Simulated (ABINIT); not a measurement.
# BaLiF3 (Pm-3m): G0W0 in ABINIT against the k mesh

Aim: move the k mesh of a G0W0 run on BaLiF3 (Pm-3m) over a wide range.

Program: ABINIT 10.8.3. Level of theory: LDA and many-body steps on it, plane waves. Results are calculated unless marked as measured.

### Step 1. The starting structure

The structure is cubic, space group Pm-3m (No. 221). The conventional cell has a = 3.989 Å, b = 3.989 Å, c = 3.989 Å, α = 90.00°, β = 90.00°, γ = 90.00°. Ba has 12 F at 2.82 Å nearest. Nearest to Li lie 6 F at 1.99 Å. Nearest to F lie 2 Li at 1.99 Å and 4 Ba at 2.82 Å. Farther neighbours and most contacts between anions are not listed.

As a file:

```cif
data_structure
_symmetry_space_group_name_H-M 'Pm-3m'
_symmetry_Int_Tables_number 221
_cell_length_a 3.9886
_cell_length_b 3.9886
_cell_length_c 3.9886
_cell_angle_alpha 90.000
_cell_angle_beta 90.000
_cell_angle_gamma 90.000
_cell_volume 63.45
loop_
_atom_site_label
_atom_site_type_symbol
_atom_site_symmetry_multiplicity
_atom_site_Wyckoff_symbol
_atom_site_fract_x
_atom_site_fract_y
_atom_site_fract_z
_atom_site_occupancy
Ba1 Ba 1 a 0.00000 0.00000 0.00000 1
Li1 Li 1 b 0.50000 0.50000 0.50000 1
F1 F 3 c 0.00000 0.50000 0.50000 1
```

The cell and positions are those that the Materials Project relaxed with its own functionals (PBE, PBE+U or r2SCAN), kept fixed. Spin-orbit coupling is left out unless a step names it.

### Step 2. Empty states on the mesh, 2×2×2 mesh, 128 bands

This step: ABINIT 10.8.3; DFT, LDA, plane waves, norm-conserving pseudopotentials.

The sums over transitions need many empty states on a uniform mesh; this step solves for them.

Contents of run.abi:

```
acell 3*1.0 Angstrom
rprim 
  3.988581640000 0.000000000000 0.000000000000
  0.000000000000 3.988581640000 0.000000000000
  0.000000000000 0.000000000000 3.988581640000
ntypat 3
znucl 56 3 9
natom 5
typat 1 2 3 3 3
xred 
  0.000000000000 0.000000000000 0.000000000000
  0.500000000000 0.500000000000 0.500000000000
  0.000000000000 0.500000000000 0.500000000000
  0.500000000000 0.500000000000 0.000000000000
  0.500000000000 0.000000000000 0.500000000000
pp_dirpath "pseudos"
pseudos "Ba.upf, Li.upf, F.upf"
ecut 36
ngkpt 2 2 2
nshiftk 1
shiftk 0 0 0
kptopt 1
chksymbreak 0
irdden 1
istwfk *1
nband 128
prtvol 0
optdriver 6
gwr_task "HDIAGO"
paral_kgb 0
occopt 1
indata_prefix "in"
outdata_prefix "out"
tmpdata_prefix "tmp"
```

Started as:

```bash
OMP_NUM_THREADS=1 mpirun -n 4 abinit run.abi > log
```

Numbers of over 12 decimals in the logs are rounded to 6 here.

The log of the run:

```text
.Version 10.8.3 of ABINIT. v10.8.2 released Aug 2026.

 Symmetries : space group Pm -3 m (#221); Bravais cP (primitive cubic)
[... echo of the input left out ...]
== DATASET  1 ==================================================================
-   mpi_nproc: 4, omp_nthreads: 1 (-1 if OMP is not activated)

--- !DatasetInfo
iteration_state: {dtset: 1, }
dimensions: {natom: 5, nkpt: 4, mband: 128, nsppol: 1, nspinor: 1, nspden: 1, mpw: 4468, }
cutoff_energies: {ecut:  36.0, pawecutdg:  -1.0, }
[...]
Direct band gap semiconductor
 Fundamental gap:     6.550 (eV)
   VBM:     1.789 (eV) at k: [ 0.0000E+00,  0.0000E+00,  0.0000E+00]
   CBM:     8.340 (eV) at k: [ 0.0000E+00,  0.0000E+00,  0.0000E+00]
 Direct gap:         6.550 (eV) at k: [ 0.0000E+00,  0.0000E+00,  0.0000E+00]

== END DATASET(S) ==============================================================
================================================================================

 -outvars: echo values of variables after computation  --------
           etotal      0.0000000000E+00
            nband         128
             nkpt           4
          spgroup         221
 [... the other variables as echoed above ...]

 Calculation completed.
```

Elapsed: 65 s, on 4 MPI ranks of Arm Neoverse V1, shared host; peak memory 4.4 GiB.

This step gave:

- gap: 6.550 eV
- k of the valence top: 0, 0, 0
- k of the conduction bottom: 0, 0, 0
- least direct gap: 6.550 eV
- k points computed: 4
- lowest point of the top converged band, above the valence top: 73.5954 eV

On this mesh the gap is 6.550 eV.

The density comes from a self-consistent run that is not shown.

### Step 3. Empty states on the mesh, 1×1×1 mesh, 47 bands

run.abi: that of step 2 with these lines changed.

```diff
@@ -18,3 +18,3 @@
 ecut 36
-ngkpt 2 2 2
+ngkpt 1 1 1
 nshiftk 1
@@ -23,10 +23,10 @@
 chksymbreak 0
+iscf -2
 irdden 1
 istwfk *1
-nband 128
+nband 47
+nbdbuf 4
+tolwfr 1e-09
+nstep 60
 prtvol 0
-optdriver 6
-gwr_task "HDIAGO"
-paral_kgb 0
-occopt 1
 indata_prefix "in"
```

The log of the run:

```text
.Version 10.8.3 of ABINIT. v10.8.2 released Aug 2026.

 Symmetries : space group Pm -3 m (#221); Bravais cP (primitive cubic)
[... echo of the input left out ...]
== DATASET  1 ==================================================================
-   mpi_nproc: 4, omp_nthreads: 1 (-1 if OMP is not activated)
-    --> not optimal distribution: autoparal keyword recommended in input file <--

--- !DatasetInfo
iteration_state: {dtset: 1, }
dimensions: {natom: 5, nkpt: 1, mband: 47, nsppol: 1, nspinor: 1, nspden: 1, mpw: 4385, }
cutoff_energies: {ecut:  36.0, pawecutdg:  -1.0, }
[...]
0.66792    0.66792    0.67694    0.83125    0.83125    0.83125    0.84660    0.84660
   0.84660    0.86703    0.94439    0.94439    0.94439    0.99102    0.99102    1.09032
   1.09032    1.09032    1.21110    1.21110    1.30526    1.34524    1.34555

== END DATASET(S) ==============================================================
================================================================================

 -outvars: echo values of variables after computation  --------
            nband          47
             nkpt           1
          spgroup         221
 [... the other variables as echoed above ...]

 Calculation completed.
```

The job ended after 6.5 s (4 MPI ranks; peak memory 0.25 GiB).

Numbers from this step:

```yaml
gap: 6.550 eV
k_of_the_valence_top: 0, 0, 0
k_of_the_conduction_bottom: 0, 0, 0
least_direct_gap: 6.550 eV
k_points_computed: 1
lowest_point_of_the_top_converged_band_above_the_valence_top: 31.17 eV
```

On this mesh the gap is 6.550 eV.

### Step 4. Empty states on the mesh, 4×4×4 mesh, 47 bands

run.abi: that of step 3 with these lines changed.

```diff
@@ -18,3 +18,3 @@
 ecut 36
-ngkpt 1 1 1
+ngkpt 4 4 4
 nshiftk 1
```

The log of the run:

```text
.Version 10.8.3 of ABINIT. v10.8.2 released Aug 2026.

 Symmetries : space group Pm -3 m (#221); Bravais cP (primitive cubic)
[... echo of the input left out ...]
== DATASET  1 ==================================================================
-   mpi_nproc: 4, omp_nthreads: 1 (-1 if OMP is not activated)

--- !DatasetInfo
iteration_state: {dtset: 1, }
dimensions: {natom: 5, nkpt: 10, mband: 47, nsppol: 1, nspinor: 1, nspden: 1, mpw: 4468, }
cutoff_energies: {ecut:  36.0, pawecutdg:  -1.0, }
[...]
0.66792    0.66792    0.67694    0.83125    0.83125    0.83125    0.84660    0.84660
   0.84660    0.86703    0.94439    0.94439    0.94439    0.99102    0.99102    1.09032
   1.09032    1.09032    1.21110    1.21110    1.30526    1.34524    1.34555
 prteigrs : prtvol=0 or 1, do not print more k-points.

== END DATASET(S) ==============================================================
================================================================================

 -outvars: echo values of variables after computation  --------
            nband          47
             nkpt          10
          spgroup         221
 [... the other variables as echoed above ...]

 Calculation completed.
```

Wall time 17 s (4 MPI ranks); peak memory 0.29 GiB.

Numbers from this step:

| Property | Result |
| --- | --- |
| gap | 6.550 eV |
| k of the valence top | 0, 0, 0 |
| k of the conduction bottom | 0, 0, 0 |
| least direct gap | 6.550 eV |
| k points computed | 10 |
| lowest point of the top converged band, above the valence top | 28.61 eV |

On this mesh the gap is 6.550 eV.

### Step 5. Screening, 1×1×1 mesh, 43 bands, screening to 106.1 eV

The RPA dielectric matrix is built and inverted for each q.

This step: RPA screening on LDA, plane waves, norm-conserving pseudopotentials.

run.abi: that of step 4 with these lines changed.

```diff
@@ -18,3 +18,3 @@
 ecut 36
-ngkpt 4 4 4
+ngkpt 1 1 1
 nshiftk 1
@@ -23,10 +23,11 @@
 chksymbreak 0
-iscf -2
-irdden 1
 istwfk *1
-nband 47
-nbdbuf 4
-tolwfr 1e-09
-nstep 60
-prtvol 0
+occopt 1
+irdwfk 1
+optdriver 3
+nband 43
+ecuteps 3.9
+inclvkb 2
+awtr 1
+symchi 1
 indata_prefix "in"
```

The log of the run:

```text
.Version 10.8.3 of ABINIT. v10.8.2 released Aug 2026.

 Symmetries : space group Pm -3 m (#221); Bravais cP (primitive cubic)
[... echo of the input left out ...]
== DATASET  1 ==================================================================
-   mpi_nproc: 4, omp_nthreads: 1 (-1 if OMP is not activated)

--- !DatasetInfo
iteration_state: {dtset: 1, }
dimensions: {natom: 5, nkpt: 1, mband: 43, nsppol: 1, nspinor: 1, nspden: 1, mpw: 4385, }
cutoff_energies: {ecut:  36.0, pawecutdg:  -1.0, }
electrons: {nelect:   3.40000000E+01, charge:   0.00000000E+00, occopt:   1.00000000E+00, tsmear:   1.00000000E-02, }

 SCREENING: Calculation of the susceptibility and dielectric matrices

 Based on a program developped by R.W. Godby, V. Olevano, G. Onida, and L. Reining.
 Incorporated in ABINIT by V. Olevano, G.-M. Rignanese, and M. Torrent.
.Using double precision arithmetic ; gwpc =  8

[... cell and pseudopotentials left out ...]
--------------------------------------------------------------------------------

 ==== K-mesh for the wavefunctions ====
 Number of points in the irreducible wedge :     1
[... list of points left out ...]
 Together with 48 symmetry operations and time-reversal symmetry
 yields     1 points in the full Brillouin Zone.

 ==== Q-mesh for the screening function ====
 Number of points in the irreducible wedge :     1
[... list of points left out ...]
 Together with 48 symmetry operations and time-reversal symmetry
 yields     1 points in the full Brillouin Zone.

 setmesh: FFT mesh size selected  =    27x   27x   27
          total number of points  =        19683

 vcoul_init : cutoff-mode = AUXILIARY_FUNCTION
 q-points for optical limit:   1
     1)      0.000010    0.000020    0.000030

- screening: taking advantage of time-reversal symmetry
- Maximum band index for partially occupied states nbvw = 17
- Remaining bands to be divided among processors   nbcw = 26
- Number of bands treated by each node ~6

 Number of electrons calculated from density =   34.0000; Expected =   34.0000
 average of density, n =  0.079401
 r_s =    1.4433
 omega_plasma =   27.1812 [eV]

 calculating chi0 at frequencies [eV] :
  1    0.000000E+00    0.000000E+00
  2    0.000000E+00    2.718123E+01

--------------------------------------------------------------------------------
  q-point number  1        q = ( 0.000000, 0.000000, 0.000000) [r.l.u.]
--------------------------------------------------------------------------------
[... chi0 elements left out ...]
 For q-point:  0.000010 0.000020 0.000030
  dielectric constant =   4.0838
  dielectric constant without local fields =   4.3726

  Average fulfillment of the sum rule on Im[epsilon] for q-point    1 :     25.83  [%]
[... wings left out ...]
== END DATASET(S) ==============================================================
================================================================================

 -outvars: echo values of variables after computation  --------
           etotal      0.0000000000E+00
            nband          43
             nkpt           1
          spgroup         221
 [... the other variables as echoed above ...]

 Calculation completed.
```

It took 3.2 s on 4 MPI ranks; peak memory 0.41 GiB; 13 s of CPU time.

This step gave:

```yaml
eps_infinity_with_local_fields_on_this_mesh_along_the_program_s_q_direction: 4.084
the_same_without_local_fields: 4.373
plasma_frequency: 27.18 eV
plane_waves_in_the_screening_matrix: 171
```

Local fields lower ε∞ by 7 %. On a Γ-centred mesh this coarse the value itself is usually too large, while a short band sum pulls it down.

### Step 6. 1×1×1

This step: G0W0 on LDA, plane waves, norm-conserving pseudopotentials.

run.abi: that of step 5 with these lines changed.

```diff
@@ -26,8 +26,15 @@
 irdwfk 1
-optdriver 3
+optdriver 4
 nband 43
+gwcalctyp 0
+ecutsigx 36
+symsigma 1
+nkptgw 1
+kptgw 
+  0.0000000000 0.0000000000 0.0000000000
+bdgw 
+  15 19
 ecuteps 3.9
-inclvkb 2
-awtr 1
-symchi 1
+irdscr 1
+ppmodel 1
 indata_prefix "in"
```

The log of the run:

```text
.Version 10.8.3 of ABINIT. v10.8.2 released Aug 2026.

 Symmetries : space group Pm -3 m (#221); Bravais cP (primitive cubic)
[... echo of the input left out ...]
== DATASET  1 ==================================================================
-   mpi_nproc: 4, omp_nthreads: 1 (-1 if OMP is not activated)

--- !DatasetInfo
iteration_state: {dtset: 1, }
dimensions: {natom: 5, nkpt: 1, mband: 43, nsppol: 1, nspinor: 1, nspden: 1, mpw: 4385, }
cutoff_energies: {ecut:  36.0, pawecutdg:  -1.0, }
electrons: {nelect:   3.40000000E+01, charge:   0.00000000E+00, occopt:   1.00000000E+00, tsmear:   1.00000000E-02, }

 SIGMA: Calculation of the GW corrections

 Based on a program developped by R.W. Godby, V. Olevano, G. Onida, and L. Reining.
 Incorporated in ABINIT by V. Olevano, G.-M. Rignanese, and M. Torrent.
.Using double precision arithmetic ; gwpc =  8

[... cell and pseudopotentials left out ...]
--------------------------------------------------------------------------------

 ==== K-mesh for the wavefunctions ====
 Number of points in the irreducible wedge :     1
[... list of points left out ...]
 Together with 48 symmetry operations and time-reversal symmetry
 yields     1 points in the full Brillouin Zone.

 ==== Q-mesh for screening function ====
 Number of points in the irreducible wedge :     1
[... list of points left out ...]
 Together with 48 symmetry operations and time-reversal symmetry
 yields     1 points in the full Brillouin Zone.

 vcoul_init : cutoff-mode = AUXILIARY_FUNCTION
 q-points for optical limit:   1
     1)      0.000010    0.000020    0.000030
 setmesh: FFT mesh size selected  =    45x   45x   45
          total number of points  =        91125

 Number of electrons calculated from density =   34.0000; Expected =   34.0000
 average of density, n =  0.079401
 r_s =    1.4433
 omega_plasma =   27.1812 [eV]

 === KS Band Gaps ===
  >>>> For spin  1
   Minimum direct gap =   6.5504 [eV], located at k-point      :   0.0000  0.0000  0.0000
   Fundamental gap    =   6.5504 [eV], Top of valence bands at :   0.0000  0.0000  0.0000
                                       Bottom of conduction at :   0.0000  0.0000  0.0000
 SIGMA fundamental parameters:
 PLASMON POLE MODEL  1
 number of plane-waves for SigmaX                 4385
 number of plane-waves for SigmaC and W            171
 number of plane-waves for wavefunctions          4385
 number of bands                                    43
 number of independent spin polarizations            1
 number of spinorial components                      1
 number of k-points in IBZ                           1
 number of q-points in IBZ                           1
 number of symmetry operations                      48
 number of k-points in BZ                            1
 number of q-points in BZ                            1
 number of frequencies for dSigma/dE                 9
 frequency step for dSigma/dE [eV]                0.25
 number of omega for Sigma on real axis              0
 max omega for Sigma on real axis  [eV]           0.00
 zcut for avoiding poles [eV]                     0.10

 EPSILON^-1 parameters (SCR file):
 dimension of the eps^-1 matrix on file            171
 dimension of the eps^-1 matrix used               171
 number of plane-waves for wavefunctions          4385
 number of bands                                    43
 number of q-points in IBZ                           1
 number of frequencies                               2
 number of real frequencies                          1
 number of imag frequencies                          1

 matrix elements of self-energy operator (all in [eV])

 Perturbative Calculation

--- !SelfEnergy_ee
iteration_state: {dtset: 1, }
kpoint     : [   0.000,    0.000,    0.000, ]
spin       : 1
KS_gap     :    6.550
QP_gap     :    9.748
Delta_QP_KS:    3.198
data: !SigmaeeData |
     Band     E0 <VxcDFT>   SigX SigC(E0)      Z dSigC/dE  Sig(E)    E-E0       E
       15   1.789 -22.613 -32.485   6.985   0.774  -0.291 -24.848  -2.235  -0.446
       16   1.789 -22.613 -32.485   6.985   0.774  -0.291 -24.848  -2.235  -0.446
       17   1.789 -22.613 -32.485   6.985   0.774  -0.291 -24.848  -2.235  -0.446
       18   8.340  -9.872  -3.873  -4.829   0.823  -0.215  -8.909   0.963   9.303
       19   8.340  -9.872  -3.873  -4.829   0.823  -0.215  -8.909   0.963   9.303

 New Fermi energy :        1.883800E-01 Ha ,    5.126080E+00 eV

 === QP Band Gaps ===
  >>>> For spin  1
   Minimum direct gap =   9.7483 [eV], located at k-point      :   0.0000  0.0000  0.0000
   Fundamental gap    =   9.7483 [eV], Top of valence bands at :   0.0000  0.0000  0.0000
                                       Bottom of conduction at :   0.0000  0.0000  0.0000

== END DATASET(S) ==============================================================
================================================================================

 -outvars: echo values of variables after computation  --------
           etotal      0.0000000000E+00
            nband          43
             nkpt           1
          spgroup         221
 [... the other variables as echoed above ...]

 Calculation completed.
```

Elapsed: 3.2 s, on 4 MPI ranks; peak memory 0.43 GiB.

This step gave:

| Item | Value |
| --- | --- |
| G0W0 gap on the points computed | 9.749 eV |
| starting gap on the mesh | 6.550 eV |
| k of the valence top | 0, 0, 0 |
| k of the conduction bottom | 0, 0, 0 |
| Z at the valence top | 0.774 |
| Z at the conduction bottom | 0.823 |
| least direct G0W0 gap on the computed points | 9.749 eV |

(Part 1 of 2 ends here.)

[Paths, hosts, dates, memory and timing lines, banners, echoed tables and standing remarks are left out of the program output.]

[Logs are printed without paths, hosts, clocks, repeated set-up lines and the standing remarks that a program may print on its own settings, such as how far it seeks lower states.]

[Runs of the session that timed out or met a known fault of the program may be left out.]

[Hosts, paths, dates, database ids (printed as entryN), source tags and the programs' standing remarks are cut or masked in the printed files.]

[G0W0 gaps are taken among the corrected bands and points alone; a level outside them can change the order at an edge.]

[Where Ansatz stands beside ABINIT at settings called matched, ABINIT's density can come from a denser mesh and the files from another edition; pairs whose starting gaps differed by over 0.03 eV were left out, so agreement reads better than it is.]
